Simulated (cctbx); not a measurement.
## Accept or mend?

Cell a = 4.1620 Å, b = 4.1620 Å, c = 22.8320 Å, α = 90.00°, β = 90.00°, γ = 120.00°; space group R-3m (no. 166). The compound is ErMnTe2.

Simulated single-crystal data (cctbx): Mo Kα, λ = 0.71073 Å, to d = 0.7 Å, 70 % of the full sphere, strongest reflection 70000 counts, noise from counting, a 1.5 % proportional error and a noise floor of 2 counts (s.d.); no absorption.

An anisotropic refinement with weights 1/σ² prints:

```text
Rint 0.013, 161 unique reflections to 0.70 A
cycle     R1     wR2    GooF  max shift (A)
   1  0.4269  0.7780  77.175   0.00779
   3  0.1806  0.4214  41.804   0.00001
final R1 0.1806 wR2 0.4214 GooF 41.804  parameters 7  data/parameter 23.0
atom        x        y        z      Ueq    occ   su(xyz)  su(Uiso or U11)
Er1    0.00000  0.00000  0.00000  -0.0140  1.000  0.00000  0.0019  NPD
Yb1    0.00000  0.00000  0.26299   0.0018  1.000  0.00024  0.0022  NPD
Mn1    0.33333  0.66667  0.16667  -0.0117  1.000  0.00000  0.0043  NPD
difference map: max 98.12 min -8.12 rms 5.82
Q1    0.0000  0.0000  0.0000    3   98.12  0.00 A from Er1
Q2    0.0000  0.0000  0.2579    6   53.18  0.12 A from Yb1
Q3    0.0000  0.0000  0.5000    3   31.02  0.00 A from Mn1
Q4    0.0000  0.0000  0.0593    6    4.94  1.35 A from Er1
Q5    0.0000  0.0000  0.1094    6    4.70  2.50 A from Er1
Q6    0.0694  0.5347  0.7029   18    4.63  1.26 A from Er1
```

Q: Accept it or mend it, and why?

Mend it. The fault: wrong element: Yb1 is Te. Against the right model at the same level, R1 goes from 0.0039 to 0.1806 and GooF from 0.87 to 41.80, U of Mn1 shrinks from 0.0079 to -0.0117 Å², U of Er1 shrinks from 0.0053 to -0.0140 Å², the top difference peak, 98.1 e/Å³, lies on Er1 and Er1, Yb1 and Mn1 go non-positive-definite. Yb1 has 18 electrons too many, yet its U moves the other way: dispersion, the scale or a false minimum can outweigh the electron count.

The compound is ErMnTe2. The right model at the same level gives:

```text
Rint 0.013, 161 unique reflections to 0.70 A
cycle     R1     wR2    GooF  max shift (A)
   1  0.0077  0.0226   2.243   0.00013
   2  0.0039  0.0088   0.869   0.00000
final R1 0.0039 wR2 0.0088 GooF 0.869  parameters 7  data/parameter 23.0
atom        x        y        z      Ueq    occ   su(xyz)  su(Uiso or U11)
Er1    0.00000  0.00000  0.00000   0.0053  1.000  0.00000  0.0000
Te1    0.00000  0.00000  0.26262   0.0057  1.000  0.00000  0.0000
Mn1    0.33333  0.66667  0.16667   0.0079  1.000  0.00000  0.0001
difference map: max 0.21 min -0.33 rms 0.06
Q1    0.0000  0.0000  0.4219    6    0.21  1.78 A from Mn1
Q2    0.0352  0.5176  0.2989   18    0.19  1.54 A from Er1
Q3    0.0000  0.5000  0.5000    9    0.18  2.08 A from Mn1
Q4    0.0470  0.5235  0.8159   18    0.17  1.43 A from Mn1
Q5    0.0417  0.5208  0.7704   18    0.16  1.97 A from Mn1
Q6    0.0283  0.5142  0.0312   18    0.14  1.59 A from Te1
```

The model was made for the exercise: a known structure type with other elements put in, its volume estimated, not relaxed; displacement parameters are assumed.

[Middle refinement cycles are left out of these outputs.]

[Logs are printed without paths, hosts, clocks, repeated set-up lines and the standing remarks that a program may print on its own settings, such as how far it seeks lower states.]
